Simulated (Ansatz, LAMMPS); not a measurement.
# Structural relaxation of amorphous poly(vinyl chloride) (as short chains C26Cl12H42), from a frame at 400 K (160 atoms)

Wanted: the relaxed structure of amorphous poly(vinyl chloride) (as short chains C26Cl12H42), from a frame at 400 K (160 atoms) and its electronic structure.

Program: Ansatz 0.2.0. Level of theory: Kohn-Sham DFT, PBE+D4, PAW (set soft_2), plane waves. Results are calculated unless marked as measured.

**1. The structure**

The cell holds 160 atoms: 52 C, 24 Cl and 84 H. Its edges and angles: a = 12.549 Å, b = 12.549 Å, c = 12.549 Å, α = 90.0°, β = 90.0°, γ = 90.0°. 2 poly(vinyl chloride) chains of 12 units with methyl end groups placed at random, at 1.31 g/cm³; overlaps pushed apart, then 20 ps at 800 K with MMFF94 bonds, angles, torsions, charges and radii (Halgren, J. Comput. Chem. 17, 490 (1996)) in harmonic and 12-6 forms. Snapshot after 30 ps at 400 K and fixed volume.

What the set-up can't give: The network of contacts between molecules at the start is that of the classical potential that made the cell. The density was typed from a rule of thumb and may lie off the real one at this temperature. The Brillouin zone is sampled at Γ only, in a cell whose shortest periodic width is 13 Å.

**2. Single point at the start**

A single point comes first, to see the forces before anything moves.

Input file input.yaml:

```yaml
crystal:
  lattice:
    - [12.54858, 0.0, 0.0]
    - [0.0, 12.54858, 0.0]
    - [0.0, 0.0, 12.54858]
  atoms:
    - { symbol: C, position: [0.60071, 0.12707, 0.65046] }
    - { symbol: C, position: [0.54896, 0.15409, 0.54258] }
    - { symbol: C, position: [0.43995, 0.20686, 0.54522] }
    - { symbol: Cl, position: [0.43884, 0.31926, 0.62824] }
    [... 150 atom lines left out ...]
    - { symbol: H, position: [0.80558, 0.40846, 0.81524] }
    - { symbol: H, position: [0.79672, 0.54282, 0.78301] }
    - { symbol: H, position: [0.59731, 0.41881, 0.74022] }
    - { symbol: H, position: [0.76523, 0.33822, 0.64684] }
    - { symbol: H, position: [0.78014, 0.45236, 0.57486] }
    - { symbol: H, position: [0.65396, 0.38408, 0.56443] }
kpoints:
  mp_grid: { grid: [1, 1, 1] }
hamiltonian:
  xc: pbe
  dispersion: d4
scf:
  occupations: { method: fixed }
output:
  forces: true
  stress: true
  populations: intrinsic
  dos:
    method: { smearing: { sigma: 0.15 } }
    de: 0.1
    projected: { site_lists: { C: [C], Cl: [Cl], H: [H] } }
  eigenvalues: true
```

On the command line:

```sh
> ansatz run input.yaml --threads 4 --pin off --max-ram 8192MiB --backend cpu --events-out ev --progress --plain --runs-dir out
```

Run time: 25 s. Hardware: 4 threads of Intel Xeon Platinum 8259CL at 2.50GHz (Skylake/Cascade Lake), shared host; peak memory 2.5 GiB; 92 s of CPU time.

Read from the output:

| Quantity | Value |
| --- | --- |
| free energy | -40321.2151 eV |
| free energy per atom | -252.0076 eV/atom |
| SCF cycles | 9 |
| pressure | 2.634 GPa |
| r.m.s. force component | 1.008 eV/Å |
| longest force | 5.25 eV/Å |
| Fermi energy | -0.4099 eV |
| gap (highest filled to lowest empty level) | 4.792 eV |

The r.m.s. force component of 1.0 eV/Å and the pressure of 2.6 GPa set the starting point.

Length of the force by element:

```tsv
element	coordination	atoms	mean length of the force (eV/Å)	spread	least	most
C	all	52	2.12	1.00	0.240	5.25
Cl	all	24	1.17	0.771	0.209	3.04
H	all	84	1.16	0.705	0.222	4.13
```

**3. Relaxation**

With the cell held, the atoms are moved downhill towards a nearby minimum.

input.yaml, the sections that differ from step 2:

```yaml
output:
  forces: true
relax:
  f_tol: 0.05
  max_steps: 200
# crystal, kpoints, hamiltonian, scf: as in step 2
```

It took 8.8 min on 4 threads; peak memory 2.2 GiB.

Step by step (22 of 48):

```tsv
step	energy less that of the first step (eV)	largest force component (eV/Å)
1	0.0000	4.3973
3	-8.4701	0.6646
5	-9.0154	0.3519
8	-9.2563	0.2903
10	-9.3168	0.3379
12	-9.3640	0.2650
14	-9.3951	0.2313
17	-9.4353	0.1397
19	-9.4568	0.0975
21	-9.4731	0.0987
23	-9.4850	0.0801
26	-9.5035	0.1065
28	-9.5172	0.0440
30	-9.5252	0.0702
32	-9.5388	0.0493
35	-9.5564	0.0424
37	-9.5662	0.0607
39	-9.5855	0.0836
41	-9.6031	0.1724
44	-9.6241	0.1422
46	-9.6322	0.1171
48	-9.6364	0.0442
```

The atoms that moved most (Å):

```tsv
atom	dx	dy	dz	length
H80	1.959	1.233	1.663	2.850
H79	1.196	2.395	0.754	2.780
H39	-0.848	-2.389	0.359	2.560
H41	-1.016	-1.774	1.213	2.377
C38	1.227	1.488	0.943	2.147
H121	-0.790	-0.986	-1.615	2.050
C1	-0.709	-1.756	0.708	2.022
H75	0.826	1.783	0.397	2.005
```

The relaxation changed the energy by -60.2 meV/atom, and atoms moved by 1.1 Å r.m.s., 2.9 Å at most.

**4. Distances and neighbours after relaxation**

Bonds before and after, by the cutoffs listed below:

```tsv
pair	bonds before	bonds after	mean before (Å)	mean after (Å)	spread before (Å)	spread after (Å)
H-C	84	84	1.094	1.098	0.036	0.002
C-C	50	50	1.528	1.525	0.033	0.006
C-Cl	24	24	1.776	1.827	0.039	0.006
```

Density 1.31 g/cm³, 12.35 Å³ an atom.

g(r), total and by pair (bins of 0.2 Å):

```tsv
r (Å)	total	H-H	H-C	H-Cl	C-C	C-Cl	Cl-Cl
1.00	3.46	0.00	10.10	0.00	0.00	0.00	0.00
1.20	0.92	0.00	2.70	0.00	0.00	0.00	0.00
1.40	0.00	0.00	0.00	0.00	0.00	0.00	0.00
1.60	1.32	0.00	0.00	0.00	12.50	0.00	0.00
1.80	1.15	2.55	0.00	0.00	0.00	4.54	0.00
2.00	0.09	0.26	0.04	0.00	0.00	0.00	0.00
2.20	2.25	0.70	6.04	0.00	0.00	0.00	0.00
2.40	0.73	1.66	0.00	1.72	0.00	0.00	0.00
2.60	1.44	1.90	0.86	0.95	4.25	0.18	0.00
2.80	1.88	0.73	2.25	3.35	0.00	3.87	0.00
3.00	1.09	1.90	0.57	2.00	0.44	0.13	0.00
3.20	0.62	0.59	0.38	0.89	0.39	1.46	0.25
3.40	0.66	0.48	0.73	1.12	0.25	0.71	0.23
3.60	0.60	0.64	0.48	1.07	0.09	0.63	1.04
3.80	0.83	1.12	0.33	1.19	0.44	1.35	1.90
4.00	0.69	0.64	0.67	0.44	0.94	0.71	2.03
4.20	0.96	0.79	1.14	0.97	0.39	1.23	1.70
4.40	0.82	0.80	0.83	0.78	0.63	1.14	0.84
4.60	1.00	1.06	0.90	0.97	0.80	1.46	0.90
4.80	0.90	1.02	0.81	0.92	0.65	0.99	1.65
5.00	1.00	0.94	0.99	1.09	0.95	1.24	0.55
5.20	1.11	1.06	1.10	1.16	1.23	1.21	0.71
5.40	0.97	0.96	0.96	0.88	1.11	0.91	1.59
5.60	0.98	1.06	0.90	0.93	1.12	1.02	0.61
5.80	1.04	1.06	0.99	0.99	1.20	0.97	1.30
6.00	1.08	1.14	1.11	1.16	1.10	0.79	0.91
6.20	1.00	0.90	1.15	0.95	1.02	0.92	0.85
```

Bonds by pair of elements; cutoffs follow the first minimum of g(r), held within bounds set by covalent radii, and pairs that aren't listed don't count as bonded:

```tsv
pair A-B	cutoff (Å)	bonds	mean length (Å)	spread (Å)	shortest (Å)	B about A	A about B
H-C	1.34	84	1.10	0.002	1.09	1	1.61
C-C	1.85	50	1.52	0.006	1.51	1.92	1.92
C-Cl	2.17	24	1.83	0.006	1.81	0.462	1
```

How many atoms have how many bonded neighbours:

```tsv
element	mean	1	4
C	4	0	52
Cl	1	24	0
H	1	84	0
```

Bond angles, per cent of each kind in bins of 5°:

```tsv
angle (°)	C-C-H	C-C-C	C-C-Cl	H-C-H	Cl-C-H
100–105	0.0	0.0	2.1	0.0	100.0
105–110	73.1	0.0	79.2	100.0	0.0
110–115	26.9	64.6	18.8	0.0	0.0
115–120	0.0	33.3	0.0	0.0	0.0
120–125	0.0	2.1	0.0	0.0	0.0
```

Bond angles (no mean is given where the spread exceeds 20°):

```tsv
angle	count	mean (°)	spread (°)
C-C-H	156	109	1.4
C-C-C	48	114	2.1
C-C-Cl	48	109	1.4
H-C-H	36	107	0.8
Cl-C-H	24	104	0.4
```

With the cutoffs above, all C atoms have 4, all Cl atoms have 1 and all H atoms have 1 bonded neighbour. The C-C-H angle averages 109° with a spread of 1.4°.

**5. Single point at the relaxed geometry**

The electronic structure is read at the final geometry, in a run of its own.

Input file input.yaml:

```yaml
crystal:
  lattice:
    - [12.54858, 0.0, 0.0]
    - [0.0, 12.54858, 0.0]
    - [0.0, 0.0, 12.54858]
  atoms:
    - { symbol: C, position: [0.54417, 0.98711, 0.70686] }
    - { symbol: C, position: [0.52281, 0.05003, 0.60531] }
    - { symbol: C, position: [0.44564, 0.14198, 0.62106] }
    - { symbol: Cl, position: [0.50728, 0.24198, 0.70799] }
    [... 150 atom lines left out ...]
    - { symbol: H, position: [0.8207, 0.43363, 0.76885] }
    - { symbol: H, position: [0.80924, 0.56933, 0.73653] }
    - { symbol: H, position: [0.61431, 0.43199, 0.69807] }
    - { symbol: H, position: [0.75544, 0.32232, 0.61769] }
    - { symbol: H, position: [0.81108, 0.43508, 0.55162] }
    - { symbol: H, position: [0.68153, 0.38781, 0.51659] }
kpoints:
  mp_grid: { grid: [1, 1, 1] }
hamiltonian:
  xc: pbe
  dispersion: d4
scf:
  occupations: { method: fixed }
output:
  forces: true
  stress: true
  populations: intrinsic
  dos:
    method: { smearing: { sigma: 0.1 } }
    de: 0.1
    projected: { site_lists: { C: [C], Cl: [Cl], H: [H] } }
  eigenvalues: true
  write_density: true
  write_potential: true
  volumetric_format: npy
  elf: true
```

It took 25 s on 4 threads; peak memory 2.5 GiB; 94 s of CPU time.

The program notes that the exchange-correlation potential is rough where the density is thin.

Numbers from this run:

| Property | Result |
| --- | --- |
| free energy | -40330.8515 eV |
| free energy per atom | -252.0678 eV/atom |
| SCF cycles | 9 |
| pressure | 0.08021 GPa |
| r.m.s. force component | 0.00601 eV/Å |
| longest force | 0.06549 eV/Å |
| Fermi energy | -0.7127 eV |
| gap (highest filled to lowest empty level) | 5.05 eV |

Intrinsic-atomic-orbital charges by element:

```tsv
element	coordination	atoms	mean charge (e)	spread	least	most
C	all	52	-0.235	0.143	-0.530	-0.0767
Cl	all	24	-0.135	0.0097	-0.159	-0.118
H	all	84	0.184	0.0094	0.153	0.205
```

Density of states as counts of states in windows of 1 eV (from the Fermi level), total and the larger projections:

```tsv
from (eV)	to (eV)	total	C p	Cl p	H s	C s	Cl s
-17	-16	2.5	0.1	0.1	0.4	1.2	0.7
-16	-15	26.6	2.2	0.7	2.7	10.9	9.9
-15	-14	18.8	2.5	0.4	0.7	3.8	11.5
-14	-13	4.4	0.7	0.0	0.3	1.0	2.4
-13	-12	31.0	5.3	0.1	3.0	9.8	12.5
-12	-11	14.8	3.6	0.1	2.6	6.8	1.5
-11	-10	2.4	0.7	0.0	0.5	1.1	0.1
-10	-9	14.5	4.0	0.7	2.5	5.5	1.6
-9	-8	18.1	6.0	1.0	4.4	5.2	1.1
-8	-7	18.7	6.6	1.3	4.9	4.4	1.1
-7	-6	9.3	6.2	1.0	1.5	0.1	0.3
-6	-5	37.9	24.7	5.5	5.3	0.5	1.2
-5	-4	36.2	22.9	6.0	5.6	0.6	0.6
-4	-3	45.1	26.5	8.5	8.8	0.6	0.3
-3	-2	65.6	33.0	16.4	15.1	0.4	0.2
-2	-1	33.4	10.2	16.9	5.7	0.3	0.0
-1	0	80.0	9.2	66.1	3.6	0.5	0.0
0	1	0.6	0.1	0.5	0.0	0.0	0.0
1	4	0.0	0.0	0.0	0.0	0.0	0.0
4	5	1.0	0.3	0.3	0.1	0.1	0.0
```

With fixed occupations the program's Fermi level is the highest filled level; weight inside the gap is the broadening of levels at its edges.

The levels nearest the highest filled one (over half full), pooled over k-points and spins:

```tsv
level less the highest filled one (eV)	occupation
-0.240	2
-0.194	2
-0.157	2
-0.111	2
-0.0916	2
0	2
5.05	0
5.22	0
5.26	0
5.28	0
5.35	0
5.40	0
```

Mean intrinsic-atomic-orbital charges: C -0.23, Cl -0.14, H +0.18 e. The largest share in the top eV of filled states is Cl p (83 % of the projected weight), and in the lowest eV of empty states C p (39 % of the projected weight).

1 further run on a deliberately doubtful input is not shown.

**6. Outcome**

```yaml
energy_change_in_the_relaxation: -60.23 meV/atom
r_m_s_displacement: 1.109 Å
largest_displacement: 2.85 Å
free_energy_per_atom: -252.0678 eV/atom
pressure: 0.08021 GPa
r_m_s_force_component: 0.00601 eV/Å
spacing_of_highest_filled_and_lowest_empty_level: 5.05 eV
wall_time_of_the_3_dft_runs: 9.6 min
```

Relaxation lowers the energy by 60.2 meV/atom and moves atoms by 1.1 Å r.m.s.; the r.m.s. force component goes from 1.0 to 0.0060 eV/Å, the pressure goes from 2.6 to 0.080 GPa, and the gap from 4.79 to 5.05 eV. By the final cutoffs no bond was broken or made. From the first step to the last the energy fell by 9.636 eV, and the largest move was 2.85 Å (H80). The C-Cl bonds change most in mean length: from 1.776 Å (spread 0.039) to 1.827 Å (spread 0.006). With the cutoffs above, all C atoms have 4, all Cl atoms have 1 and all H atoms have 1 bonded neighbour. Filled and empty levels are parted by 5.05 eV (at Γ alone); a semilocal functional tends to put such gaps too low. In a disordered cell it changes from sample to sample, and tail or defect levels can set it.

What to keep in mind: The network of contacts between molecules at the start is that of the classical potential that made the cell; in DFT atoms moved by 1.1 Å r.m.s.

[Logs are printed without paths, hosts, clocks, repeated set-up lines and the standing remarks that a program may print on its own settings, such as how far it seeks lower states.]

[Hosts, paths, dates, database ids (printed as entryN), source tags and the programs' standing remarks are cut or masked in the printed files.]

[The MMFF94 radii named for the starting cell were scaled by 0.96; in molecules described by MMFF94, hydrogen bound to N, O or S took a small fixed 12-6 site in their place.]
